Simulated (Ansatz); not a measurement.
# TiC: optical spectrum from first principles

Aim: the dielectric function of TiC, and the optical constants that follow from it. The cell comes from an older database entry, whose edges can differ from later determinations, mostly by under a per cent.

Method: DFT, PBE, plane-wave PAW, default files, scalar-relativistic, independent-particle optical response without local fields, in Ansatz 0.2.0.

The database entry behind the starting cell differs from later determinations by our own check (0.1 to 0.3 % short, probably kX units), so it need not match the best structure at ambient conditions.

### 1. Starting point

It takes space group Fm-3m (No. 225, cubic). Conventional cell: a = 4.319 Å, b = 4.319 Å, c = 4.319 Å, α = 90.00°, β = 90.00°, γ = 90.00°. Ti has 6 C at 2.16 Å nearest. Nearest to C lie 6 Ti at 2.16 Å. Farther neighbours are not listed.

### 2. Ground state and bands

First the ground state: is it a metal or has it a gap?

This step: DFT, PBE, plane-wave PAW, default files, scalar-relativistic, ground state (Ansatz 0.2.0).

Input file input.yaml:

```yaml
crystal:
  lattice:
    - [0.0, 2.1593, 2.1593]
    - [2.1593, 0.0, 2.1593]
    - [2.1593, 2.1593, 0.0]
  atoms:
    - { symbol: Ti, position: [0.0, 0.0, 0.0] }
    - { symbol: C, position: [0.5, 0.5, 0.5] }
kpoints:
  mp_grid: { grid: [9, 9, 9] }
  band_path:
    path:
      - [[0.0, 0.0, 0.0], [0.5, 0.0, 0.5], [0.5, 0.25, 0.75], [0.375, 0.375, 0.75], [0.0, 0.0, 0.0], [0.5, 0.5, 0.5], [0.625, 0.25, 0.625], [0.5, 0.25, 0.75], [0.5, 0.5, 0.5], [0.375, 0.375, 0.75]]
      - [[0.625, 0.25, 0.625], [0.5, 0.0, 0.5]]
    npoints: 5
scf:
  occupations: { method: fermi_dirac, width: 0.05 }
  n_extra_bands: 6
hamiltonian:
  xc: pbe
  pseudopotentials: { kind: paw }
output:
  forces: true
  stress: true
  populations: true
  write_bands: true
```

Launch:

```sh
> ansatz run input.yaml --threads 4 --pin off --max-ram 8192MiB --backend cpu --events-out ev --progress --plain --runs-dir out
```

Numbers of over 12 decimals in the logs are rounded to 6 here.

The program printed:

```text
scf.n_extra_bands = 6 over 8 filled bands (N_el = 16.0): the run solves 14 bands
Engine: ansatz 0.2.0, aarch64-unknown-linux-gnu
Pseudopotentials: kind: paw
Pseudopotential: Ti, paw, valence charge 12, recommended cutoff 420 eV (normal), Ti.paw.azcp
Pseudopotential: C, paw, valence charge 4, recommended cutoff 420 eV (normal), C.paw.azcp
Functional definition: PBE
  parameter kappa = 0.804
  parameter beta = 0.066725
  exchange = pbe_x(kappa = kappa, mu = beta*pi^2/3)
  correlation = pbe_c(beta = beta)
Crystal: 2 atoms, lattice volume = 20.136 Å³
Basis set: ecut = 420 eV, 411 PW (Γ), exchange–correlation on 48×48×48 points (8 copies of the dense FFT grid, shifted against one another)
Bands: 14, of which v1, the nominal top of the filled ones, is band 8 counted from 1 (7 counted from 0)
Symmetry: 48 space group operations
Space group: Fm-3m (ITA 225), of the structure as read, at distance tolerance 2.7e-5 Å
k-points: 35 of 729
Non-local potential: Ti, projectors of the file, l = 0: 3, l = 1: 2, l = 2: 3, l = 3: 1
Non-local potential: C, projectors of the file, l = 0: 2, l = 1: 2, l = 2: 1
PAW form: soft (Blöchl's): semilocal exchange-correlation on the pseudo side does not see the compensation charge
PAW one-centre angular grid: Ti, 590 points (default); XC on 64 Gauss nodes
PAW one-centre angular grid: C, 110 points (default); XC on 64 Gauss nodes
Initial density: superposition of atomic densities (neutral atoms: chi_scale 0, normalization atom), corrected by the library's trained network
Initial wavefunctions: pseudopotential atomic-orbital guess
Functional: x = pbe(κ = 0.804, μ = 0.219515), c = pbe(β = 0.066725)
SCF iter   1: F=—  HF=-2752.270573 eV  |F-HF|=—  |Δ(HF+E_count)|=         —  Δρ=3.70e-3  dr2=1.75e-3  ethr=1.77e-3  ⟨swp⟩=4.6  Hψ=2304  notcnv=0
preconditioner: auto → none  [insulator: Δε(μ)=0.148 eV  Ē_g=9.895 eV  σ=0.050 eV  W_gap=0.62  n_scr=8 (ndim 8)  ℏωp=23.4 eV  f_vac=0.000  D(μ)=0.30/eV (n_scr^D=0)  ε∞_Penn≈6.6]
SCF iter   2: F=—  HF=-2752.270099 eV  |F-HF|=—  |Δ(HF+E_count)|=   4.73e-4  Δρ=1.83e-3  dr2=4.25e-4  ethr=1.09e-5  ⟨swp⟩=1.0  Hψ=770  notcnv=0  defer=5
SCF iter   3: F=—  HF=-2752.270087 eV  |F-HF|=—  |Δ(HF+E_count)|=   1.27e-5  Δρ=1.24e-4  dr2=2.75e-6  ethr=2.66e-6  ⟨swp⟩=1.1  Hψ=459  notcnv=0  defer=5
SCF iter   4: F=—  HF=-2752.270083 eV  |F-HF|=—  |Δ(HF+E_count)|=   3.30e-6  Δρ=2.64e-5  dr2=7.56e-8  ethr=1.72e-8  ⟨swp⟩=2.3  Hψ=725  notcnv=0  defer=5
iter 5 did not close the SCF: its close was put off for the readings that it lacked (scf_convergence_deferred on its scf_iter line)
SCF iter   5: F=-2752.270083 eV  HF=-2752.270083 eV  |F-HF|=7.46e-10  |Δ(HF+E_count)|=   3.99e-8  Δρ=3.09e-6  dr2=1.38e-9  ethr=4.72e-10  ⟨swp⟩=2.4  Hψ=630  notcnv=0  defer=5
SCF iter   6: F=-2752.270083 eV  HF=-2752.270083 eV  |F-HF|=5.91e-12  |Δ(HF+E_count)|=  1.02e-10  Δρ=3.63e-7  dr2=1.53e-11  ethr=8.60e-12  ⟨swp⟩=3.5  Hψ=1607  notcnv=0
SCF 1 converged in 6 iterations: F = -2752.270083 eV  dr2 = 1.53e-11
  greatest PAW one-centre occupation: 0.999 electrons in one spin orbital (limit 2), on the Ti atom at site 0 (counted from 0), in its partial waves of l = 0
NSCF: frozen V_eff on 52 k-points
SCF converged after 6 iterations
Free energy (F): -2752.270083 eV
Harris-Foulkes:  -2752.270083 eV  (|F-HF|=5.91e-12)
Internal energy: -2752.267631 eV  (E = F + TS)
E sigma→0 (E₀):  -2752.268857 eV
Entropy (-TS):   -0.002453 eV (-1.226 meV/atom)
Fermi energy:    14.832025 eV
--- Per-component energies (eV) ---
  E_band       = -108.433705
  E_kinetic    = 362.904069
  E_local      = -770.046772  (includes V_loc(G=0)·N_el)
  E_nonlocal   = 31.991519
  E_hartree    = 313.176453
  E_xc         = -147.586824
  E_vxc        = -184.325195  (∫ρ·V_xc dr)
  E_paw        = -1145.300600  (= ΣΔE_a)
  E_vpaw       = -175.310409  (= ΣTr[D̂ρ^β])
  E_aug_tail   = 0.000142  (compensation charges beyond the density's cutoff)
  E_ewald      = -1397.405618
  E_smearing   = -0.002453  (= −TS)
  E_closure    = 0.000000  (closes the sum)
  Σ components = -2752.270083   (vs F -2752.270083, Δ=0.00e0)
--- Forces (eV/Å), atoms counted from 1 ---
  atom   1  Ti    -0.00000000     0.00000000    -0.00000000
  atom   2  C      0.00000000    -0.00000000    -0.00000000
  max |Σ_I F_I| component: 7.30e-30 eV/Å
--- Stress (GPa, compression-positive) ---
        2.579961      -0.000000      -0.000000
        0.000000       2.579961      -0.000000
        0.000000      -0.000000       2.579961
  P = ⅓ Tr σ = 2.5800 GPa (25.800 kbar)
--- Band table (eV; the first three rows and the last of 35) ---
  k-point 0: bands = [... 4 lower, 2.4067, 15.5474, 15.5474, 15.5474, 16.5352, 16.5352, 16.5352, 16.5889, ... 2 higher]
  k-point 1: bands = [... 4 lower, 2.6872, 14.4270, 14.7405, 14.7405, 15.9246, 15.9246, 17.0480, 18.4141, ... 2 higher]
  k-point 2: bands = [... 4 lower, 3.4732, 12.5775, 13.4108, 13.4108, 16.4597, 16.4597, 17.5742, 20.3068, ... 2 higher]
  k-point 34: bands = [... 4 lower, 5.3073, 11.2784, 11.8177, 12.3418, 17.3148, 17.8708, 18.5169, 19.8695, ... 2 higher]
--- Löwdin populations: 2 sites ---
  site symbol       q [e]
     0     Ti     11.1650
     1      C      4.7862
  spilling = 0.003047 (of n_electrons = 16.000000)
```

It took 0.57 s on 4 threads of Arm Neoverse V1, shared host; peak memory 0.28 GiB.

The column dr2 measures how far the density is from self-consistency, as an energy; F and HF (Harris–Foulkes) agree once it is small.

Numbers from this step:

```
free energy         : -2752.2701 eV
Fermi energy        : 14.83 eV
electrons           : 16
symmetry operations : 48
pressure            : 2.580 GPa
volume              : 20.14 Å³
gap on the path     : 0 eV
```

There are states at the Fermi level within the smearing, so the occupations stay smeared and the carriers get a Drude term. The cell is left with a pressure of 2.6 GPa, as it stands unrelaxed at this level.

The electronic bands at the labelled points (eV, zero at the Fermi level; # counts the bands kept):

```
          point      #1     #2     #3     #4     #5    #6    #7    #8
              Γ  -12.43   0.71   0.71   0.71   1.70  1.70  1.70  1.76
0.40 of the way  -11.37  -2.75  -0.31  -0.31  -0.23  2.09  3.52  3.52
              X  -10.14  -3.42  -1.63  -0.01  -0.01  2.77  3.59  3.59
0.60 of the way   -9.76  -3.37  -2.62  -1.96   1.60  3.46  3.59  4.38
              W   -9.53  -3.14  -3.14  -2.71   2.84  2.84  3.59  5.21
0.40 of the way   -9.56  -3.28  -3.28  -2.31   2.21  3.14  3.70  5.21
              K   -9.60  -3.48  -3.35  -1.72   1.49  3.20  3.89  5.51
0.60 of the way  -11.18  -2.50  -1.77  -1.47   1.33  2.31  3.33  4.11
              Γ  -12.43   0.71   0.71   0.71   1.70  1.70  1.70  1.76
0.60 of the way  -10.59  -3.59  -2.13  -2.13   2.13  2.13  3.15  6.67
              L   -8.90  -5.86  -2.91  -2.91   2.98  2.98  4.17  8.27
0.40 of the way   -9.08  -5.36  -2.96  -2.67   2.69  2.97  3.98  7.08
              U   -9.60  -3.48  -3.35  -1.72   1.49  3.20  3.89  5.51
0.60 of the way   -9.56  -3.28  -3.28  -2.31   2.21  3.14  3.70  5.21
              W   -9.53  -3.14  -3.14  -2.71   2.84  2.84  3.59  5.21
0.40 of the way   -9.32  -4.49  -3.04  -2.42   2.66  2.75  3.81  6.11
              L   -8.90  -5.86  -2.91  -2.91   2.98  2.98  4.17  8.27
0.40 of the way   -9.08  -5.36  -2.96  -2.67   2.69  2.97  3.98  7.08
              K   -9.60  -3.48  -3.35  -1.72   1.49  3.20  3.89  5.51
      jump to U   -9.60  -3.48  -3.35  -1.72   1.49  3.20  3.89  5.51
0.40 of the way   -9.92  -3.40  -2.50  -0.93   0.65  3.44  3.71  4.08
              X  -10.14  -3.42  -1.63  -0.01  -0.01  2.77  3.59  3.59
```

The electronic bands as a text plot (rows in eV, shown from -8.0 to 8.0 only):

```
    7.7 |                 ****          *  **        *** **
    7.0 |                                   **       **   **
    6.3 |    ****             **      **     **     *      **
    5.7 |   *    *********                    **** *        *****
    5.0 |            ***  ****       *          ***           *
    4.3 | **        *     **  ***        ***           ***
    3.7 |   **************  **     **   *   ***********   *******
    3.0 |        **  ************     ************************  *
    2.3 | *******    ***  **  ***  *****     *   *  *      *
    1.7 |***        *   **  **  ***  *        ***           **
    1.0 |*         *          *******                         *
    0.3 | **      *                **                          **
   -0.3 |   *******             *  **                          **
   -1.0 | ** **    *                 *
   -1.7 |      **** *   **    **     *         *             ** *
   -2.3 |          *****  ******      **     ** ** ****    **  *
   -3.0 |   *        ***  **            ******* ************* *
   -3.7 |    ********   **            **       **  *         ****
   -4.3 |                 ****                *     *       *
   -5.0 |                               *    *       **    *
   -5.7 |                                ****          ****
   -6.3 |
   -7.0 |
   -7.7 |
         Γ       X    W  K        Γ      L     U  W     L   K|U X
```

(Part 1 of 2 ends here.)

[Logs are printed without paths, hosts, clocks, repeated set-up lines and the standing remarks that a program may print on its own settings, such as how far it seeks lower states.]

[Hosts, paths, dates, database ids (printed as entryN), source tags and the programs' standing remarks are cut or masked in the printed files.]
